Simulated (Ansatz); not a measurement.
**SnO2 (Cassiterite): the gap up the ladder of methods**

Wanted: a ladder of band gaps for SnO2 (Cassiterite), from density functionals to G0W0.

Calculated with Ansatz 0.2.0; density functionals, hybrids and G0W0, plane waves, PAW.

**The experiments to reproduce.**

- Gap 3.6 eV: experimental gap quoted from earlier work; bulk crystal (quoted in “Study on the Photocatalytic Properties of Flower-Shaped SnO2”, 2022, pmc:9565917).

## 1. The starting structure

It takes space group P4_2/mnm (No. 136, tetragonal). The conventional cell has a = 4.738 Å, b = 4.738 Å, c = 3.187 Å, α = 90.00°, β = 90.00°, γ = 90.00°. Nearest to Sn lie 6 O at 2.05 to 2.06 Å. O has 3 Sn at 2.05 to 2.06 Å nearest. Farther neighbours and most contacts between anions are not listed.

The cell and positions come from the Crystallography Open Database and are kept as given unless a step says otherwise. The default PAW set here is soft_1. Its files were made with PBE; for other functionals the partial waves and projectors stay those of PBE.

## 2. LDA on the 6×6×8 mesh

This step: DFT, LDA, plane waves, PAW.

The input, input.yaml:

```yaml
crystal:
  lattice:
    - [4.738, 0.0, 0.0]
    - [0.0, 4.738, 0.0]
    - [0.0, 0.0, 3.1865]
  atoms:
    - { symbol: Sn, position: [0.0, 0.0, 0.0] }
    - { symbol: Sn, position: [0.5, 0.5, 0.5] }
    - { symbol: O, position: [0.3071, 0.3071, 0.0] }
    - { symbol: O, position: [0.1929, 0.8071, 0.5] }
    - { symbol: O, position: [0.6929, 0.6929, 0.0] }
    - { symbol: O, position: [0.8071, 0.1929, 0.5] }
kpoints:
  mp_grid: { grid: [6, 6, 8] }
  band_path:
    path:
      - [0.0, 0.0, 0.0]
      - [0.0, 0.5, 0.0]
      - [0.5, 0.5, 0.0]
      - [0.0, 0.0, 0.5]
      - [0.0, 0.5, 0.5]
      - [0.5, 0.5, 0.5]
    npoints: 1
hamiltonian:
  xc: lda
  pseudopotentials: { kind: paw, azcp: { folder: "./paw" } }
scf:
  occupations: { method: fixed }
  n_extra_bands: 6
output:
  eigenvalues: true
  forces: true
  stress: true
```

Started as:

```console
ansatz run input.yaml --threads 3 --pin off --max-ram 92160MiB --backend cuda --events-out ev --progress --plain --runs-dir out --devices 1 --max-vram 13GiB
```

Numbers of over 12 decimals in the logs are rounded to 6 here.

Log:

```text
Warning: <dir> the record states the generating functional pbe (its physics header spells it `PBE`), which answers neither for hamiltonian.xc's functional nor for the lda family's — results may be inconsistent (PPs are generated against a specific XC)
Warning: <dir> the record states the generating functional pbe (its physics header spells it `PBE`), which answers neither for hamiltonian.xc's functional nor for the lda family's — results may be inconsistent (PPs are generated against a specific XC)
scf.n_extra_bands = 6 over 26 filled bands (N_el = 52.0): the run solves 32 bands
GPUs: using 1 of 1 available (devices: 1).
Engine: ansatz 0.2.0, x86_64-unknown-linux-gnu
Pseudopotentials: kind: paw
Pseudopotential: Sn, paw, valence charge 14, recommended cutoff 420 eV (normal), <dir>
Pseudopotential: O, paw, valence charge 6, recommended cutoff 420 eV (normal), <dir>
Functional definition: SPW92
  exchange = slater_x
  correlation = pw_c
device memory: the entry about to start is reckoned to put 2.2 GiB on a device that reports 63.4 GiB free (of which the cap on the GPU budget leaves the run 13.0 GiB)
GPU FFT provider: cuFFT
GPU libraries: cuBLAS 13.8.2, cuFFT 12.4.0, cuSOLVER 12.3.4
Crystal: 6 atoms, lattice volume = 71.533 Å³
Basis set: ecut = 420 eV, 1411 PW (Γ)
Bands: 32, of which v1, the nominal top of the filled ones, is band 26 counted from 1 (25 counted from 0)
Symmetry: 16 space group operations
Space group: P42/mnm (ITA 136), of the structure as read, at distance tolerance 4.2e-5 Å
k-points: 50 of 288
Non-local potential: Sn, projectors of the file, l = 0: 2, l = 1: 2, l = 2: 2, l = 3: 1
Non-local potential: O, projectors of the file, l = 0: 2, l = 1: 2, l = 2: 1
PAW form: soft (Blöchl's): semilocal exchange-correlation on the pseudo side does not see the compensation charge
PAW frozen core: Sn, regenerated for the run's functional, and the local potential with it (the file was generated under x = pbe(κ = 0.804, μ = 0.219515), c = pbe(β = 0.066725))
PAW frozen core: O, regenerated for the run's functional, and the local potential with it (the file was generated under x = pbe(κ = 0.804, μ = 0.219515), c = pbe(β = 0.066725))
PAW one-centre angular grid: Sn, 590 points (default); XC on 64 Gauss nodes
PAW one-centre angular grid: O, 110 points (default); XC on 64 Gauss nodes
Initial density: superposition of atomic densities (chi_scale 0.1, normalization cell, long waves kept (reshape's long-wave potential 0.00 eV rms))
Initial wavefunctions: pseudopotential atomic-orbital guess
GPU buffer pool allocated for 24576 grid points (all kernels)
GPU transforms: local potential and band sums: pruned to the plane-wave sphere, on 32×32×24
Functional: x = slater, c = lda
SCF iter   1: F=—  HF=-13981.255369 eV  |F-HF|=—  |Δ(HF+E_count)|=         —  Δρ=6.92e-2  dr2=2.59e0  ethr=3.10e-3  ⟨swp⟩=4.1  Hψ=6214  notcnv=0  defer=198
preconditioner: auto → Resta (q_TF=auto, 2.587 Å⁻¹)  ε∞=3.5  [insulator: Δε(μ)=1.575 eV  Ē_g=19.950 eV  n_scr=18 (ndim 8)  ℏωp=31.7 eV  f_vac=0.000  ε∞_Penn≈3.5]
SCF iter   2: F=—  HF=-13980.661751 eV  |F-HF|=—  |Δ(HF+E_count)|=   5.94e-1  Δρ=3.40e-2  dr2=4.35e-1  ethr=3.10e-3  ⟨swp⟩=2.9  Hψ=3294  notcnv=0  defer=198
SCF iter   3: F=—  HF=-13980.554688 eV  |F-HF|=—  |Δ(HF+E_count)|=   1.07e-1  Δρ=1.05e-2  dr2=7.09e-2  ethr=8.37e-4  ⟨swp⟩=3.0  Hψ=2778  notcnv=0  defer=200
SCF iter   4: F=—  HF=-13980.537054 eV  |F-HF|=—  |Δ(HF+E_count)|=   1.76e-2  Δρ=1.91e-3  dr2=1.85e-3  ethr=1.36e-4  ⟨swp⟩=2.0  Hψ=2121  notcnv=0  defer=200
SCF iter   5: F=—  HF=-13980.537367 eV  |F-HF|=—  |Δ(HF+E_count)|=   3.13e-4  Δρ=5.74e-4  dr2=1.68e-4  ethr=3.55e-6  ⟨swp⟩=2.5  Hψ=2347  notcnv=0  defer=200
SCF iter   6: F=—  HF=-13980.537310 eV  |F-HF|=—  |Δ(HF+E_count)|=   5.66e-5  Δρ=7.13e-5  dr2=2.61e-6  ethr=3.23e-7  ⟨swp⟩=2.5  Hψ=2369  notcnv=0  defer=170
SCF iter   7: F=—  HF=-13980.537506 eV  |F-HF|=—  |Δ(HF+E_count)|=   1.95e-4  Δρ=8.96e-6  dr2=6.79e-8  ethr=1.92e-10  ⟨swp⟩=10.4  Hψ=9955  notcnv=0
SCF iter   8: F=-13980.537506 eV  HF=-13980.537506 eV  |F-HF|=3.64e-11  |Δ(HF+E_count)|=   7.71e-9  Δρ=1.68e-6  dr2=1.94e-9  ethr=1.31e-10  ⟨swp⟩=2.8  Hψ=5511  notcnv=0
SCF 1 converged in 8 iterations: F = -13980.537506 eV  dr2 = 1.94e-9
[...]
device memory: the entry about to start is reckoned to put 1.1 GiB on a device that reports 61.8 GiB free (of which the cap on the GPU budget leaves the run 13.0 GiB)
NSCF: frozen V_eff on 6 k-points
SCF converged after 8 iterations
Free energy (F): -13980.537506 eV
Harris-Foulkes:  -13980.537506 eV  (|F-HF|=3.64e-11)
Internal energy: -13980.537506 eV  (E = F + TS)
E sigma→0 (E₀):  -13980.537506 eV
Fermi energy:    9.195169 eV
--- Per-component energies (eV) ---
  E_band       = -129.293286
  E_kinetic    = 1016.738420
  E_local      = -3173.222033  (includes V_loc(G=0)·N_el)
  E_nonlocal   = 518.391221
  E_hartree    = 1436.792970
  E_xc         = -529.896509
  E_vxc        = -523.026744  (∫ρ·V_xc dr)
  E_paw        = -9067.731263  (= ΣΔE_a)
  E_vpaw       = -841.763860  (= ΣTr[D̂ρ^β])
  E_aug_tail   = 0.004001  (compensation charges beyond the density's cutoff)
  E_ewald      = -4182.851779
  E_core_change = 1.237468  (= ΣΔE_core)
  E_smearing   = -0.000000  (= −TS)
  E_closure    = -0.000000  (closes the sum)
  Σ components = -13980.537506   (vs F -13980.537506, Δ=0.00e0)
--- Forces (eV/Å), atoms counted from 1 ---
  atom   1  Sn    -0.00000000    -0.00000000    -0.00000000
  atom   2  Sn    -0.00000000     0.00000000    -0.00000000
  atom   3  O     -0.10379270    -0.10379270     0.00000000
  atom   4  O      0.10379270    -0.10379270    -0.00000000
  atom   5  O      0.10379270     0.10379270    -0.00000000
  atom   6  O     -0.10379270     0.10379270     0.00000000
  max |Σ_I F_I| component: 2.78e-17 eV/Å
--- Stress (GPa, compression-positive) ---
       -1.351203       0.000000       0.000000
        0.000000      -1.351203       0.000000
        0.000000       0.000000      -0.431732
  P = ⅓ Tr σ = -1.0447 GPa (-10.447 kbar)
--- Band table (eV; the first three rows and the last of 50) ---
  k-point 0: bands = [... 22 lower, 7.9413, 8.3980, 8.3980, 9.1952, 10.3352, 15.1100, 15.3133, 15.3133, ... 2 higher]
  k-point 1: bands = [... 22 lower, 7.3475, 8.4359, 8.4359, 9.0609, 11.3029, 15.4321, 15.9681, 15.9681, ... 2 higher]
  k-point 2: bands = [... 22 lower, 6.6358, 8.3366, 8.3366, 8.6813, 12.9033, 15.9087, 17.3954, 17.3954, ... 2 higher]
  k-point 49: bands = [... 22 lower, 8.2008, 8.2008, 8.3521, 8.3521, 13.9137, 13.9137, 17.8002, 17.8002, ... 2 higher]
```

Elapsed: 8.1 s, on 1 × NVIDIA H100 80GB HBM3 (shared by 6 runs) with 3 threads of AMD EPYC 7R13 (Zen 3), shared host; peak memory 0.91 GiB; 4.6 s of CPU time.

The column dr2 measures how far the density is from self-consistency, as an energy; F and HF (Harris–Foulkes) agree once it is small.

This step gave:

| Property | Result |
| --- | --- |
| pressure | -1.045 GPa |
| gap | 1.140 eV |
| valence top at | Γ |
| conduction bottom at | Γ |
| least direct gap | 1.140 eV |

Over mesh and listed points the gap is 1.140 eV, direct, at k = Γ. The program's warnings for this run: pseudo functional mismatch.

## 3. PBE on the 6×6×8 mesh

Levels along a band path and on the mesh show where this functional puts the band edges.

This step: DFT, PBE, plane waves, PAW.

input.yaml: that of step 2 with these lines changed.

```diff
@@ -16,14 +16,11 @@
     path:
-      - [0.0, 0.0, 0.0]
-      - [0.0, 0.5, 0.0]
-      - [0.5, 0.5, 0.0]
-      - [0.0, 0.0, 0.5]
-      - [0.0, 0.5, 0.5]
-      - [0.5, 0.5, 0.5]
-    npoints: 1
+      - [[0.0, 0.0, 0.0], [0.0, 0.5, 0.0], [0.5, 0.5, 0.0], [0.0, 0.0, 0.0], [0.0, 0.0, 0.5], [0.0, 0.5, 0.5], [0.5, 0.5, 0.5], [0.0, 0.0, 0.5]]
+      - [[0.0, 0.5, 0.0], [0.0, 0.5, 0.5]]
+      - [[0.5, 0.5, 0.0], [0.5, 0.5, 0.5]]
+    npoints: 10
 hamiltonian:
-  xc: lda
+  xc: pbe
   pseudopotentials: { kind: paw, azcp: { folder: "./paw" } }
 scf:
-  occupations: { method: fixed }
+  occupations: { method: fermi_dirac, width: 0.02 }
   n_extra_bands: 6
@@ -33 +30,5 @@
   stress: true
+  write_density: true
+  write_potential: true
+  elf: true
+  volumetric_format: npy
```

Log:

```text
[...]
GPUs: using 1 of 1 available (devices: 1).
[...]
GPU FFT provider: cuFFT
GPU libraries: cuBLAS 13.8.2, cuFFT 12.4.0, cuSOLVER 12.3.4
Crystal: 6 atoms, lattice volume = 71.533 Å³
Basis set: ecut = 420 eV, 1411 PW (Γ), exchange–correlation on 64×64×48 points (8 copies of the dense FFT grid, shifted against one another)
Bands: 32, of which v1, the nominal top of the filled ones, is band 26 counted from 1 (25 counted from 0)
Symmetry: 16 space group operations
[...]
k-points: 50 of 288
[...]
GPU buffer pool allocated for 24576 grid points (all kernels)
[...]
SCF iter   1: F=—  HF=-14318.860825 eV  |F-HF|=—  |Δ(HF+E_count)|=         —  Δρ=8.13e-2  dr2=3.77e0  ethr=3.10e-3  ⟨swp⟩=6.6  Hψ=7168  notcnv=0
[...]
atom   1  Sn     0.00000000     0.00000000    -0.00000000
  atom   2  Sn     0.00000000     0.00000000     0.00000000
  atom   3  O     -0.19158187    -0.19158187     0.00000000
  atom   4  O      0.19158187    -0.19158187    -0.00000000
  atom   5  O      0.19158187     0.19158187    -0.00000000
  atom   6  O     -0.19158187     0.19158187     0.00000000
  max |Σ_I F_I| component: 5.55e-17 eV/Å
--- Stress (GPa, compression-positive) ---
       10.075954       0.000000       0.000000
        0.000000      10.075954       0.000000
        0.000000       0.000000      13.000135
  P = ⅓ Tr σ = 11.0507 GPa (110.507 kbar)
--- Band table (eV; the first three rows and the last of 50) ---
  k-point 0: bands = [... 22 lower, 8.3458, 8.7924, 8.7924, 9.5637, 10.8473, 15.7375, 15.9422, 15.9422, ... 2 higher]
  k-point 1: bands = [... 22 lower, 7.7672, 8.8286, 8.8286, 9.4335, 11.8074, 16.0535, 16.5919, 16.5919, ... 2 higher]
  k-point 2: bands = [... 22 lower, 7.0535, 8.7282, 8.7282, 9.0652, 13.4215, 16.5213, 18.0216, 18.0216, ... 2 higher]
  k-point 49: bands = [... 22 lower, 8.5966, 8.5966, 8.7325, 8.7325, 14.5096, 14.5096, 18.4663, 18.4663, ... 2 higher]
[key lines of the parts left out:]
SCF converged after 8 iterations
Free energy (F): -14318.022057 eV
Fermi energy:    10.205580 eV
```

Elapsed: 14 s, on 1 × NVIDIA H100 80GB HBM3 (shared by 6 runs) with 3 threads; peak memory 0.94 GiB; 3.5 s of CPU time.

Numbers from this step:

```yaml
pressure: 11.05 GPa
filled_bands: 26
gap: 1.284 eV
valence_top_at: Γ
conduction_bottom_at: Γ
least_direct_gap: 1.284 eV
```

Over mesh and path the gap is 1.284 eV, direct, at k = Γ. The pressure in this cell is 11 GPa; the cell is kept. PBE against LDA: 1.284 − 1.140 = +0.144 eV, with the same mesh, files and cutoff, and both edges at the same k points.

## 4. PBE+SOC on the 6×6×8 mesh

This run has two-component orbitals with spin-orbit coupling.

This step: DFT, PBE with spin-orbit coupling, plane waves, PAW.

The input, input.yaml:

```yaml
crystal:
  lattice:
    - [4.738, 0.0, 0.0]
    - [0.0, 4.738, 0.0]
    - [0.0, 0.0, 3.1865]
  atoms:
    - { symbol: Sn, position: [0.0, 0.0, 0.0] }
    - { symbol: Sn, position: [0.5, 0.5, 0.5] }
    - { symbol: O, position: [0.3071, 0.3071, 0.0] }
    - { symbol: O, position: [0.1929, 0.8071, 0.5] }
    - { symbol: O, position: [0.6929, 0.6929, 0.0] }
    - { symbol: O, position: [0.8071, 0.1929, 0.5] }
kpoints:
  mp_grid: { grid: [6, 6, 8] }
  band_path:
    path:
      - [0.0, 0.0, 0.0]
      - [0.0, 0.5, 0.0]
      - [0.5, 0.5, 0.0]
      - [0.0, 0.0, 0.5]
      - [0.0, 0.5, 0.5]
      - [0.5, 0.5, 0.5]
    npoints: 1
hamiltonian:
  xc: pbe
  pseudopotentials: { kind: paw_fr, azcp: { folder: "./paw" } }
scf:
  occupations: { method: fermi_dirac, width: 0.02 }
  n_extra_bands: 12
magnetization:
  noncollinear: true
  spin_orbit: true
output:
  eigenvalues: true
  forces: true
  stress: true
```

Log:

```text
[...]
GPUs: using 1 of 1 available (devices: 1).
[...]
non-collinear run that drives no moment, with spin-orbit: no starting moment large enough to seed its density (crystal.atoms[].spin), no starting occupations that ask for one, no magnetisation constraint and no magnetic field, so the semilocal B_xc is pinned to zero
[...]
k-point 1: bands = [... 48 lower, 8.8345, 8.8345, 9.4300, 9.4300, 11.8082, 11.8082, 16.0560, 16.0560, ... 8 higher]
  k-point 2: bands = [... 48 lower, 8.7289, 8.7289, 9.0619, 9.0619, 13.4215, 13.4215, 16.5226, 16.5226, ... 8 higher]
  k-point 49: bands = [... 48 lower, 8.7294, 8.7294, 8.7294, 8.7294, 14.5065, 14.5065, 14.5065, 14.5065, ... 8 higher]
[key lines of the parts left out:]
SCF converged after 8 iterations
Magnetization: |M| = 0.0000 μB,  M = (+0.0000, +0.0000, +0.0000) μB
Free energy (F): -14322.281515 eV
Fermi energy:    10.205077 eV
P = ⅓ Tr σ = 11.0092 GPa (110.092 kbar)
```

Wall time 19 s (1 × NVIDIA H100 80GB HBM3 (shared by 6 runs) with 3 threads); peak memory 0.97 GiB.

Numbers from this step:

```
pressure             : 11.01 GPa
gap                  : 1.290 eV
valence top at       : Γ
conduction bottom at : Γ
least direct gap     : 1.290 eV
```

Over mesh and listed points the gap is 1.290 eV, direct, at k = Γ. The pressure in this cell is 11 GPa; the cell is kept. PBE+SOC against PBE: 1.290 − 1.284 = +0.006 eV, with the same mesh, set of files (read in its fully relativistic form for the spin-orbit run) and cutoff, and both edges at the same k points. The spin-orbit run sees mesh and listed points alone, so its gap is an upper bound: the coupling can move an edge off these points, and the change over the zone, its sign included where it is small, is not known.

## 5. HSE06 on the 4×4×4 mesh

HSE06 mixes in a quarter of exact exchange at short range.

This step: DFT, HSE06, plane waves, PAW.

input.yaml: that of step 4 with these lines changed.

```diff
@@ -13,3 +13,3 @@
 kpoints:
-  mp_grid: { grid: [6, 6, 8] }
+  mp_grid: { grid: [4, 4, 4] }
   band_path:
@@ -24,13 +24,8 @@
 hamiltonian:
-  xc: pbe
-  pseudopotentials: { kind: paw_fr, azcp: { folder: "./paw" } }
+  xc: hse06
+  pseudopotentials: { kind: paw, azcp: { folder: "./paw" } }
 scf:
-  occupations: { method: fermi_dirac, width: 0.02 }
-  n_extra_bands: 12
-magnetization:
-  noncollinear: true
-  spin_orbit: true
+  occupations: { method: fixed }
+  n_extra_bands: 6
 output:
   eigenvalues: true
-  forces: true
-  stress: true
```

Log:

```text
[...]
GPUs: using 1 of 1 available (devices: 1).
[...]
davidson cushion auto → on  (no smearing: the cushion is to keep the highest requested band from converging to the state above it; pin scf.eigensolver.cushion to override)
[...]
GPU FFT provider: cuFFT
GPU libraries: cuBLAS 13.8.2, cuFFT 12.4.0, cuSOLVER 12.3.4
Crystal: 6 atoms, lattice volume = 71.533 Å³
Basis set: ecut = 420 eV, 1411 PW (Γ)
[...]
Fermi energy:    8.223238 eV
[...]
--- Band table (eV; the first three rows and the last of 18) ---
  k-point 0: bands = [... 22 lower, 7.2037, 7.5129, 7.5129, 8.2232, 11.2634, 16.4246, 16.4726, 16.4726, ... 2 higher]
  k-point 1: bands = [... 22 lower, 5.8753, 7.4275, 7.4275, 7.6896, 13.9429, 17.3821, 18.7124, 18.7124, ... 2 higher]
  k-point 2: bands = [... 22 lower, 6.4624, 6.4624, 6.8751, 6.8751, 16.6159, 16.6159, 20.0697, 20.0697, ... 2 higher]
  k-point 17: bands = [... 22 lower, 7.2581, 7.2581, 7.3193, 7.3193, 15.1395, 15.1395, 19.0695, 19.0695, ... 2 higher]
[key lines of the parts left out:]
Free energy (F): -14325.695407 eV
```

Wall time 35 s (1 × NVIDIA H100 80GB HBM3 (shared by 6 runs) with 3 threads); peak memory 1.3 GiB.

Numbers from this step:

* gap: 3.040 eV
* valence top at: Γ
* conduction bottom at: Γ
* least direct gap: 3.040 eV
* exact-exchange fraction: 0.25

Over mesh and listed points the gap is 3.040 eV, direct, at k = Γ. HSE06 against PBE: 3.040 − 1.284 = +1.756 eV. The runs also differ in mesh (6×6×8 and 4×4×4), so how much of this comes from the functional alone is not known.

## 6. PBE0 on the 4×4×4 mesh

PBE0 mixes in a quarter of exact exchange at all distances.

This step: DFT, PBE0, plane waves, PAW.

input.yaml: that of step 5 with these lines changed.

```diff
@@ -24,3 +24,3 @@
 hamiltonian:
-  xc: hse06
+  xc: pbe0
   pseudopotentials: { kind: paw, azcp: { folder: "./paw" } }
```

Log:

```text
[...]
GPUs: using 1 of 1 available (devices: 1).
[...]
GPU FFT provider: cuFFT
GPU libraries: cuBLAS 13.8.2, cuFFT 12.4.0, cuSOLVER 12.3.4
Crystal: 6 atoms, lattice volume = 71.533 Å³
Basis set: ecut = 420 eV, 1411 PW (Γ)
Bands: 32, of which v1, the nominal top of the filled ones, is band 26 counted from 1 (25 counted from 0)
Symmetry: 16 space group operations
[...]
k-points: 18 of 64
[...]
Fermi energy:    7.823112 eV
[...]
--- Band table (eV; the first three rows and the last of 18) ---
  k-point 0: bands = [... 22 lower, 6.8083, 7.1209, 7.1209, 7.8231, 11.5875, 16.7977, 16.8284, 16.8284, ... 2 higher]
  k-point 1: bands = [... 22 lower, 5.4728, 7.0281, 7.0281, 7.2826, 14.3078, 17.7697, 19.0833, 19.0833, ... 2 higher]
  k-point 2: bands = [... 22 lower, 6.0442, 6.0442, 6.4666, 6.4666, 17.0056, 17.0056, 20.4387, 20.4387, ... 2 higher]
  k-point 17: bands = [... 22 lower, 6.8537, 6.8537, 6.9132, 6.9132, 15.5106, 15.5106, 19.4260, 19.4260, ... 2 higher]
[key lines of the parts left out:]
Free energy (F): -14324.580113 eV
```

Run time: 25 s. Hardware: 1 × NVIDIA H100 80GB HBM3 (shared by 6 runs) with 3 threads; peak memory 1.3 GiB.

This step gave:

```
gap                     : 3.764 eV
valence top at          : Γ
conduction bottom at    : Γ
least direct gap        : 3.764 eV
exact-exchange fraction : 0.25
```

Over mesh and listed points the gap is 3.764 eV, direct, at k = Γ. PBE0 against HSE06: 3.764 − 3.040 = +0.724 eV, with the same mesh, files and cutoff, and both edges at the same k points.

[end of part 1 of 2]

[Paths, hosts, dates, memory and timing lines, banners, echoed tables and standing remarks are left out of the program output.]

[Logs are printed without paths, hosts, clocks, repeated set-up lines and the standing remarks that a program may print on its own settings, such as how far it seeks lower states.]

[Runs of the session that timed out or met a known fault of the program may be left out.]

[Cells called generated may have been cut or substituted from an entry of the Crystallography Open Database or the Materials Project.]

[Hosts, paths, dates, database ids (printed as entryN), source tags and the programs' standing remarks are cut or masked in the printed files.]

[Where an RPA ε∞ is given, it is that of the G0W0 mesh and is not shown converged in it. Names of k-points follow the symmetry that the program found, which can be lower than the space group named. Band edges on a path are those of the sampled points; other points can move an edge, and change direct to indirect where valleys lie close.]

[Hybrid gaps are those of their k-mesh and are not shown converged in it.]
